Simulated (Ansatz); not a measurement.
# Lattice dynamics of YbAg (Pm-3m)

Task: relax YbAg (Pm-3m), then find its harmonic phonons.

Program: Ansatz 0.2.0. Level of theory: DFT PBEsol, scalar-relativistic, plane waves, PAW. Results are calculated unless marked as measured.

Most raw output is cut from this account.

### Step 1. The structure

Symmetry: Pm-3m, No. 221, cubic system. The conventional cell has a = 3.679 Å, b = 3.679 Å, c = 3.679 Å, α = 90.00°, β = 90.00°, γ = 90.00°. Nearest to Yb lie 8 Ag at 3.19 Å. Nearest to Ag lie 8 Yb at 3.19 Å. Farther neighbours are not listed.

### Step 2. Bringing the structure to rest

The cell and atoms are relaxed, since residual forces and stress would shift the frequencies.

input.yaml reads:

```yaml
crystal:
  lattice:
    - [3.6787, 0.0, 0.0]
    - [0.0, 3.6787, 0.0]
    - [0.0, 0.0, 3.6787]
  atoms:
    - { symbol: Yb, position: [0.5, 0.5, 0.5] }
    - { symbol: Ag, position: [0.0, 0.0, 0.0] }
kpoints:
  mp_grid: { grid: [12, 12, 12] }
hamiltonian:
  xc: pbesol
scf:
  occupations: { method: gaussian, width: 0.1 }
output:
  forces: true
  stress: true
  eigenvalues: true
  write_density: true
  write_potential: true
  elf: true
  volumetric_format: npy
relax:
  adjacent_minimum: "off"
  f_tol: 0.005
  max_steps: 80
  cell: { stress_tol: 0.05 }
```

Command:

```bash
$ ansatz run input.yaml --threads 4 --pin off --max-ram 14336MiB --backend cpu --events-out ev --progress --plain --runs-dir out
```

Run time: 6 s. Hardware: 4 threads of Intel Xeon 6975P-C (Granite Rapids), shared host; peak memory 0.51 GiB.

The steps of the relaxation:

```csv
step,energy less that of the first step (eV),largest force component (eV/Å),pressure (GPa),volume (Å³)
1,0.0000,0.0000,-3.81,49.78
2,-0.0535,0.0000,0.22,45.56
3,-0.0535,0.0000,-0.04,45.77
4*,-0.0524,0.0000,-0.05,45.77
5,-0.0525,0.0000,0.00,45.73
6*,-0.0525,0.0000,0.00,45.73
```

Relaxation steps marked * repeat the geometry before them on a plane-wave basis chosen anew for their cell, so energy and pressure can jump there.

Forces are held to the 48 operations that the run works with; a distortion that breaks them can't arise in this run.

```csv
"conventional cell, symmetrised",before,after,change
a (Å),3.679,3.576,-2.8 %
b (Å),3.679,3.576,-2.8 %
c (Å),3.679,3.576,-2.8 %
volume (Å³/atom),24.89,22.87,-8.1 %
```

Final coordinates:

```
Yb Ag
1.0
     3.57609    0.00000    0.00000
     0.00000    3.57609    0.00000
     0.00000    0.00000    3.57609
Yb Ag
1 1
Direct
  0.50000 0.50000 0.50000
  0.00000 0.00000 0.00000
```

This step gave:

| Quantity | Value |
| --- | --- |
| pressure | -7.21e-4 GPa |
| volume per atom | 22.87 Å³ |
| gap on the k-mesh | 0 eV |

Valence density in the ac plane at fractional y = 0.500, with atoms of Yb within 0.2 Å of it. It is the smooth field of the valence electrons, not physical close to the nuclei.

Ten steps, logarithmic in the rise over the least value, from '0' (0 e/Å³) to '9' (38 e/Å³), each cell a mean:
```
00000000000000
00000000000000
00000011100000
00001234321000
00012567642000
00014689863100
00024799974100
00014789863100
00013577652000
00001344421000
00000112110000
00000000000000
00000000000000
00000000000000
```
Columns run along a (3.6 Å), rows up along c (3.6 Å). Atoms in or near the plane, at fractional coordinates: Yb at (0.50, 0.50).

Electrostatic potential energy in the ac plane at fractional y = 0.500, with atoms of Yb within 0.2 Å of it. With pseudopotentials it is smooth inside the atoms' cores, unlike the true potential.

Ten even steps from '_' (-46 eV) to '@' (18 eV), each cell a mean:
```
@@@@@@@@@@@@@@@@@@@@@@@@@@@@
@@@@@@@@@@@@%%%%@@@@@@@@@@@@
@@@@@@@@%%%%######%%@@@@@@@@
@@@@@@%%##**++==++**%%@@@@@@
@@@@@@%%++--::..::==**%%@@@@
@@@@%%##==::______::++##@@@@
@@@@%%**--..______..==##%%@@
@@@@%%##==..______::++##%%@@
@@@@@@##++--....::--**%%@@@@
@@@@@@%%##++==--==++##%%@@@@
@@@@@@@@%%####**##%%%%@@@@@@
@@@@@@@@@@@@%%%%%%@@@@@@@@@@
@@@@@@@@@@@@@@@@@@@@@@@@@@@@
@@@@@@@@@@@@@@@@@@@@@@@@@@@@
```
Columns run along a (3.6 Å; values clipped at the 3rd and 97th percentile), rows up along c (3.6 Å). Atoms in or near the plane, at fractional coordinates: Yb at (0.50, 0.50).

ELF in the ac plane at fractional y = 0.500, with atoms of Yb within 0.2 Å of it. It is the smooth field of the valence electrons, not physical close to the nuclei.

Values, 14 rows by 14 columns, each cell a mean:
```
0.30 0.31 0.30 0.26 0.18 0.11 0.07 0.06 0.08 0.12 0.20 0.27 0.30 0.30
0.31 0.30 0.26 0.18 0.10 0.08 0.08 0.08 0.07 0.08 0.12 0.20 0.27 0.30
0.30 0.26 0.18 0.11 0.10 0.16 0.23 0.26 0.22 0.14 0.09 0.12 0.20 0.27
0.24 0.18 0.11 0.11 0.25 0.44 0.57 0.61 0.56 0.41 0.20 0.09 0.12 0.20
0.16 0.11 0.08 0.19 0.48 0.69 0.78 0.79 0.77 0.67 0.41 0.14 0.08 0.12
0.10 0.07 0.08 0.30 0.63 0.78 0.78 0.75 0.79 0.77 0.56 0.22 0.07 0.08
0.08 0.06 0.09 0.35 0.68 0.79 0.73 0.65 0.75 0.79 0.61 0.26 0.08 0.06
0.10 0.07 0.08 0.31 0.64 0.79 0.77 0.73 0.78 0.78 0.57 0.23 0.08 0.07
0.15 0.10 0.08 0.21 0.52 0.72 0.79 0.79 0.78 0.69 0.44 0.16 0.08 0.11
0.22 0.16 0.10 0.12 0.31 0.52 0.64 0.68 0.63 0.48 0.25 0.10 0.10 0.18
0.29 0.24 0.16 0.10 0.12 0.21 0.31 0.35 0.30 0.19 0.11 0.11 0.18 0.26
0.31 0.30 0.25 0.16 0.10 0.08 0.08 0.09 0.08 0.08 0.11 0.18 0.26 0.30
0.30 0.31 0.30 0.24 0.16 0.10 0.07 0.06 0.07 0.11 0.18 0.26 0.30 0.31
0.30 0.30 0.31 0.29 0.22 0.15 0.10 0.08 0.10 0.16 0.24 0.30 0.31 0.30
```
Columns run along a (3.6 Å), rows up along c (3.6 Å). Atoms in or near the plane, at fractional coordinates: Yb at (0.50, 0.50).

In this step the volume went from 24.89 to 22.87 Å³/atom.

### Step 3. Relaxation

The relaxation is repeated from its end on the same settings, as a check that it has come to rest.

input.yaml, the sections that differ from step 2:

```yaml
crystal:
  lattice:
    - [3.5760866279, 0.0, 0.0]
    - [0.0, 3.5760866279, 0.0]
    - [0.0, 0.0, 3.5760866279]
  atoms:
    - { symbol: Yb, position: [0.5, 0.5, 0.5] }
    - { symbol: Ag, position: [0.0, 0.0, 0.0] }
output:
  forces: true
  stress: true
  eigenvalues: true
# kpoints, hamiltonian, scf, relax: as in step 2
```

It took 1.8 s on 4 threads; peak memory 0.5 GiB; 5.9 s of CPU time.

Little changed from the start: no atom moved by 0.005 Å and no cell edge by 0.1 %.

Numbers from this step:

| Item | Value |
| --- | --- |
| pressure | -7.25e-4 GPa |

In this step the volume went from 22.87 to 22.87 Å³/atom.

### Step 4. Tight relaxation

Phonons need a cell at rest on their own settings, so the relaxation is repeated with tight tolerances on forces and stress, using the mesh and the filling of the phonon run that follows.

input.yaml, the sections that differ from step 3:

```yaml
scf:
  occupations: { method: methfessel_paxton, width: 0.2 }
relax:
  adjacent_minimum: "off"
  f_tol: 0.001
  max_steps: 60
  cell: { stress_tol: 0.01 }
# crystal, kpoints, hamiltonian, output: as in step 3
```

Elapsed: 3.5 s, on 4 threads; peak memory 0.49 GiB.

Relaxation path:

```csv
step,energy less that of the first step (eV),largest force component (eV/Å),pressure (GPa),volume (Å³)
1,0.0000,0.0000,-0.31,45.73
2,-0.0003,0.0000,0.07,45.42
3,-0.0003,0.0000,0.00,45.48
4*,-0.0002,0.0000,0.00,45.48
```

Relaxation steps marked * repeat the geometry before them on a plane-wave basis chosen anew for their cell, so energy and pressure can jump there.

Forces are held to the 48 operations that the run works with; a distortion that breaks them can't arise in this run.

```csv
"conventional cell, symmetrised",before,after,change
a (Å),3.576,3.569,-0.2 %
b (Å),3.576,3.569,-0.2 %
c (Å),3.576,3.569,-0.2 %
volume (Å³/atom),22.87,22.74,-0.6 %
```

The relaxed structure:

```
Yb Ag
1.0
     3.56946    0.00000    0.00000
     0.00000    3.56946    0.00000
     0.00000    0.00000    3.56946
Yb Ag
1 1
Direct
  0.50000 0.50000 0.50000
  0.00000 0.00000 0.00000
```

This step gave:

```
pressure        : -6.42e-4 GPa
volume per atom : 22.74 Å³
```

The forces vanish by symmetry and the pressure is -0.001 GPa, within the tolerances set. The cell now holds 22.74 Å³/atom.

### Step 5. Modes at Γ

The zone centre comes first: it holds the modes that light can see, as far as symmetry allows. No field response is asked, since the mesh shows no gap.

input.yaml, the sections that differ from step 4:

```yaml
crystal:
  lattice:
    - [3.5694605061, 0.0, 0.0]
    - [0.0, 3.5694605061, 0.0]
    - [0.0, 0.0, 3.5694605061]
  atoms:
    - { symbol: Yb, position: [0.5, 0.5, 0.5] }
    - { symbol: Ag, position: [0.0, 0.0, 0.0] }
output:
  eigenvalues: true
phonons:
  method: dfpt
# kpoints, hamiltonian, scf: as in step 4
# relax: removed
```

Wall time 9.3 s (4 threads); peak memory 0.97 GiB.

Numbers from this step:

- sum-rule residual before enforcement: 2.52e-4 eV/Å²
- point group: m-3m
- highest optical mode at the zone centre (no LO-TO term): 109.5 cm⁻¹
- lowest optical zone-centre mode: 109.5 cm⁻¹

Patterns of degenerate modes are one choice out of their space. Modes at Γ, with each element's share of the kinetic energy:

```csv
mode,frequency (cm⁻¹),symmetry,Yb %,Ag %
1,0.0,acoustic,62,38
2,0.0,acoustic,62,38
3,0.0,acoustic,62,38
4,109.5,T1u,38,62
5,109.5,T1u,38,62
6,109.5,T1u,38,62
```

Displacements in mode 4 (109.5 cm⁻¹), the largest set to 1:
```
Yb1  0.00  0.00 -0.62
Ag2  0.00  0.00  1.00
```

Before it was imposed, the acoustic sum rule was missed by 2.5e-4 eV/Å². Small misses are needed for a sound result but don't prove that mesh and cutoff are converged. The lowest optical mode is real, 109 cm⁻¹.

### Step 6. Phonons on a q mesh

Stability and thermal properties need the whole zone. Linear response on a 4×4×4 q mesh gives force constants as far as a supercell of that size would.

input.yaml: that of step 5 with these lines changed.

```diff
@@ -18 +18,8 @@
   method: dfpt
+  qmesh: [4, 4, 4]
+  temperatures: { t_max: 1000, t_step: 50 }
+  qpath:
+    path:
+      - [[0.0, 0.0, 0.0], [0.0, 0.5, 0.0], [0.5, 0.5, 0.0], [0.0, 0.0, 0.0], [0.5, 0.5, 0.5], [0.0, 0.5, 0.0]]
+      - [[0.5, 0.5, 0.5], [0.5, 0.5, 0.0]]
+    npoints: 10
```

It took 4.5 min on 4 threads; peak memory 3 GiB.

This step gave:

```
sum-rule residual before enforcement                    : 4.42e-5 eV/Å²
lowest frequency on the path                            : 0 cm⁻¹
highest frequency on the path or at a solved wavevector : 116.4 cm⁻¹
mean frequency                                          : 77.8 cm⁻¹
Debye temperature (second moment)                       : 152 K
logarithmic mean frequency                              : 72.8 cm⁻¹
lowest mode on the q mesh (acoustic modes at Γ apart)   : 29.41 cm⁻¹
zero-point energy per atom                              : 14.47 meV
heat capacity at 300 K                                  : 24.62 J/(mol atoms K)
vibrational entropy at 300 K                            : 51.34 J/(mol atoms K)
```

Frequencies (cm⁻¹) solved at each irreducible wavevector; negative means imaginary. Frequencies by wavevector, by row:

```csv
q in reciprocal lattice units,star,mode 1,mode 2,mode 3,mode 4,mode 5,mode 6
0 0 0,1,0,0,0,109.5,109.5,109.5
0 0 0.25,6,40.7,40.7,56.1,101.7,101.9,101.9
0 0 -0.5,3,66.1,66.1,77.2,87.3,87.3,99
0 0.25 0.25,12,29.4,53.2,80.6,84.7,96.5,109.7
0 0.25 -0.5,12,42.8,59,66.9,88.1,100.9,111.5
0 -0.5 -0.5,3,30.8,30.8,66.2,89.1,116.4,116.4
0.25 0.25 0.25,8,52.3,52.3,66.2,93.1,102.9,102.9
0.25 0.25 -0.5,12,41.7,60.6,80,84.5,99.2,111.7
0.25 -0.5 -0.5,6,54,54,80.8,82.1,111.4,111.4
-0.5 -0.5 -0.5,1,73.2,73.2,73.2,103,103,103
```

Interpolated from a 4×4×4 q mesh. Phonon branches along the path, in cm⁻¹:

```csv
point,branch 1,branch 2,branch 3,branch 4,branch 5,branch 6
Γ,0,0,0,110,110,110
halfway,41,41,56,102,102,102
X,66,66,77,87,87,99
halfway,43,59,67,88,101,112
M,31,31,66,89,116,116
halfway,29,53,81,85,96,110
Γ,0,0,0,110,110,110
halfway,52,52,66,93,103,103
R,73,73,73,103,103,103
halfway,42,61,80,84,99,112
X,66,66,77,87,87,99
jump to R,73,73,73,103,103,103
halfway,54,54,81,82,111,111
M,31,31,66,89,116,116
```

The phonon density of states has structure finer than the step of the table below, so its rows give means over 2.5 cm⁻¹, whole bins alone (the curve runs from 0.5 to 116 cm⁻¹). Peaks (cm⁻¹: height): 40.50: 0.0861, 59.50: 0.0771, 66.50: 0.0882, 88.50: 0.150, 107.50: 0.181.

Tetrahedra on a 20×20×20 mesh, mean over bins of 1 cm-1. Interpolated from a 4×4×4 q mesh. Table of phonon density of states by wavenumber; means over each step:

```csv
wavenumber (cm⁻¹),phonon density of states (1/cm⁻¹/cell)
2.5,3.2e-5
5.0,1.1e-4
7.5,4.2e-4
10.0,8.9e-4
12.5,0.00144
15.0,0.00238
17.5,0.00310
20.0,0.00434
22.5,0.00594
25.0,0.00779
27.5,0.0105
30.0,0.0162
32.5,0.0367
35.0,0.0452
37.5,0.0535
40.0,0.0731
42.5,0.0631
45.0,0.0505
47.5,0.0469
50.0,0.0471
52.5,0.0507
55.0,0.0564
57.5,0.0690
60.0,0.0714
62.5,0.0501
65.0,0.0541
67.5,0.0773
70.0,0.0730
72.5,0.0665
75.0,0.0662
77.5,0.0609
80.0,0.0329
82.5,0.0145
85.0,0.0789
87.5,0.125
90.0,0.106
92.5,0.0630
95.0,0.0652
97.5,0.0728
100.0,0.0751
102.5,0.0809
105.0,0.0993
107.5,0.161
110.0,0.135
112.5,0.0863
115.0,0.0359
```

Phonopy on the run's constants, 15x15x15 mesh, Gaussian sigma 2.0 cm-1. Interpolated from a 4×4×4 q mesh. Table of partial phonon density of states by wavenumber; read off at these points; values in 1/cm⁻¹/cell:

```csv
wavenumber (cm⁻¹),Ag,Yb
-5.00,0,6.7e-6
-2.50,3.1e-5,5.1e-5
0.00,7.0e-5,1.1e-4
2.50,3.6e-5,5.3e-5
5.00,1.3e-5,2.3e-5
7.50,1.6e-4,2.5e-4
10.00,5.1e-4,7.9e-4
12.50,6.0e-4,9.6e-4
15.00,9.3e-4,0.00145
17.50,0.00145,0.00217
20.00,0.00187,0.00274
22.50,0.00225,0.00332
25.00,0.00349,0.00492
27.50,0.00549,0.00681
30.00,0.0105,0.0105
32.50,0.0187,0.0159
35.00,0.0236,0.0199
37.50,0.0302,0.0260
40.00,0.0368,0.0317
42.50,0.0301,0.0276
45.00,0.0276,0.0254
47.50,0.0265,0.0229
50.00,0.0240,0.0216
52.50,0.0267,0.0250
55.00,0.0304,0.0276
57.50,0.0334,0.0299
58.50,0.0343,0.0312
60.00,0.0332,0.0321
62.50,0.0271,0.0311
65.00,0.0237,0.0387
67.50,0.0246,0.0474
70.00,0.0287,0.0424
72.50,0.0307,0.0363
75.00,0.0308,0.0271
76.10,0.0313,0.0249
77.50,0.0304,0.0232
80.00,0.0244,0.0170
82.50,0.0309,0.0133
85.00,0.0542,0.0187
87.50,0.0764,0.0274
88.40,0.0785,0.0293
90.00,0.0689,0.0294
92.50,0.0445,0.0296
95.00,0.0373,0.0327
97.50,0.0349,0.0342
100.00,0.0354,0.0413
102.50,0.0358,0.0492
105.00,0.0433,0.0635
107.50,0.0557,0.0834
108.60,0.0553,0.0862
110.00,0.0476,0.0812
112.50,0.0294,0.0577
115.00,0.0134,0.0274
117.50,0.00355,0.00721
120.00,3.2e-4,6.4e-4
122.50,1.2e-5,1.6e-5
125.00,0,0
```

Second derivatives of the energy by pair, one row for each kind of neighbour of each atom listed. Each entry sums the pair over the periodic images of the supercell that the q mesh stands for, and in a polar crystal it holds the long-range dipole part too. Force constants by pair, by row:

```csv
atom,neighbour,distance (Å),third of the trace (eV/Å²),along the pair's line (eV/Å²)
Yb1,itself,0,4.428,–
Yb1,Ag,3.091,-0.3461,-1.075
Yb1,Yb,3.569,-0.2846,-0.8493
Yb1,Yb,5.048,0.0232,0.0476
Yb1,Ag,5.919,-0.0051,-0.0139
Yb1,Yb,6.182,-0.0149,-0.058
Yb1,Yb,7.139,0.0291,0.1367
Ag2,itself,0,2.561,–
Ag2,Yb,3.091,-0.3461,-1.075
Ag2,Ag,3.569,0.0758,0.2195
Ag2,Ag,5.048,-0.004,-0.0228
Ag2,Yb,5.919,-0.0051,-0.0139
Ag2,Ag,6.182,-0.0056,-0.0257
Ag2,Ag,7.139,0.0093,0.0243
```

Harmonic thermodynamic functions per atom, from the density of states. Interpolated from a 4×4×4 q mesh. Thermodynamic functions, by row:

```csv
T (K),F_vib (meV/atom),S (J/mol-atom/K),C_V (J/mol-atom/K)
0,14.47,0,0
50,12.39,11.39,16.57
100,2.68,25.16,22.3
200,-32.68,41.42,24.24
300,-81.09,51.34,24.62
400,-138.2,58.45,24.76
500,-201.7,63.98,24.83
600,-270.4,68.51,24.86
700,-343.5,72.34,24.88
800,-420.2,75.67,24.9
900,-500.2,78.6,24.91
1000,-583,81.22,24.91
```

Harmonic mean-square displacement, third of the trace. Interpolated from a 4×4×4 q mesh. Mean square displacements, by row:

```csv
T (K),Yb1 U_eq (Å²),Ag2 U_eq (Å²)
0,0.00144,0.00236
100,0.00401,0.00641
300,0.01141,0.01824
600,0.02271,0.0363
```

Symmetry leaves 10 wavevectors to solve. The lowest mode among them, the acoustic zeros apart, lies at q = (0, 0.25, 0.25) and is real, 29.4 cm⁻¹.

### Step 7. Results

```json
{
 "space group after relaxation (within 0.01 Å)": "Pm-3m",
 "volume per atom": "22.7 Å³",
 "electronic character": "no gap on this mesh",
 "highest optical mode at the zone centre (no LO-TO term)": "109 cm⁻¹",
 "lowest optical zone-centre mode": "109 cm⁻¹",
 "lowest mode on the q mesh (acoustic modes at Γ apart)": "29.4 cm⁻¹",
 "highest frequency on the path or at a solved wavevector": "116 cm⁻¹",
 "zero-point energy per atom": "14.5 meV",
 "heat capacity at 300 K": "24.6 J/(mol atoms K)",
 "vibrational entropy at 300 K": "51.3 J/(mol atoms K)",
 "Debye temperature (second moment)": "152 K",
 "imaginary modes on the 4×4×4 q mesh": "none"
}
```

What this shows: The structure is a minimum as far as tested: no mode is imaginary at the 10 irreducible wavevectors of the 4×4×4 mesh, and the softest away from the acoustic zeros lies at 29 cm⁻¹. The optical modes at Γ form one degenerate level at 109 cm⁻¹. With no gap, or one that is small against the smearing, the frequencies hang on the k mesh and the smearing, most of all near Kohn anomalies. The phonon runs are without spin polarisation, although the cell has an odd electron count. The 4f shell is treated without a U, so valence and screening may be off. Spin-orbit coupling is left out, which can matter for the heavy elements here. These are harmonic frequencies at zero temperature: anharmonic shifts, linewidths and thermal expansion are left out.

[Logs are printed without paths, hosts, clocks, repeated set-up lines and the standing remarks that a program may print on its own settings, such as how far it seeks lower states.]

[Hosts, paths, dates, database ids (printed as entryN), source tags and the programs' standing remarks are cut or masked in the printed files.]
